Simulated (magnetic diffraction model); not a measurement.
## Magnetic neutron pattern of Tm₃Ni₄Ge₁₃

Space group Pm-3n (no. 223), a = 8.9130 Å.

| site | atom | x | y | z |
| --- | --- | --- | --- | --- |
| 6c | Tm | 1/4 | 0 | 1/2 |
| 24k | Ge | 0 | 0.8629 | 0.6927 |
| 2a | Ge | 0 | 0 | 0 |
| 8e | Ni | 3/4 | 3/4 | 3/4 |

The compound is invented for this exercise: a known structure type with other elements, its cell scaled to their sizes and not relaxed.

Only Tm is taken to order (form factors of Tm3+); orders and moment sizes are assumed, and not adapted to the symmetry. Radiation: neutrons of λ = 2.52 Å, 5° to 70°; isotropic B of 0.19 Å² (Tm), 0.32 Å² (Ge) and 0.34 Å² (Ni). Simulated constant-wavelength pattern: nuclear and magnetic terms add, the magnetic one as |2.695 fm × Σ f S⊥ exp(2πi Q·r) exp(−B s²)|², summed over all Q at one angle with the factor 1/(sin²θ cos θ). For collinear order S is the moment m, which repeats by lattice and centring translations R with the sign exp(−2πi k·R). Free-ion form factors, Sears's scattering lengths of 1992, no absorption; a label names one of the reflections at its angle. The strongest nuclear line in the range is 100, and lines under 0.2 are left out.

Assume the order k = (0 0 0), collinear moments along [111], 5.3 μB on Tm; signs + at (1/4, 0, 1/2), − at (1/2, 3/4, 0), + at (0, 1/2, 1/4), − at (3/4, 0, 1/2), + at (1/2, 1/4, 0), − at (0, 1/2, 3/4).

Q: Where does magnetic intensity appear, and how strong is it?

```
2θ (°)     index  nuclear  magnetic
 16.25   (1 0 0)      0.0       9.1
 23.07   (1 1 0)      0.8      27.0
 28.35  (1 1 -1)      0.0       4.0
 32.85   (2 0 0)      9.1       0.0
 36.85   (2 1 0)      0.1       6.9
 40.52   (2 1 1)      2.0      13.3
 47.14   (2 2 0)      4.9       0.0
 50.19   (3 0 0)      0.0       4.6
 53.11   (3 1 0)     12.9       4.6
 55.92   (3 1 1)      0.0      11.6
 58.64   (2 2 2)     15.7       0.0
 61.29   (3 2 0)    100.0       2.5
 63.87   (3 2 1)     41.9       7.1
 68.87   (4 0 0)     29.1       0.0
```

The strongest magnetic line in the range is (1 1 0) at 23.07° (27.0). On top of the Lorentz factor, which all lines share, magnetic lines fade with angle because f falls: for Tm3+ it is 0.97, 0.87, 0.75 and 0.49 at sin θ/λ = 0.1, 0.2, 0.3 and 0.5 Å⁻¹, while nuclear lengths stay constant. The order has no net moment.

[Logs are printed without paths, hosts, clocks, repeated set-up lines and the standing remarks that a program may print on its own settings, such as how far it seeks lower states.]
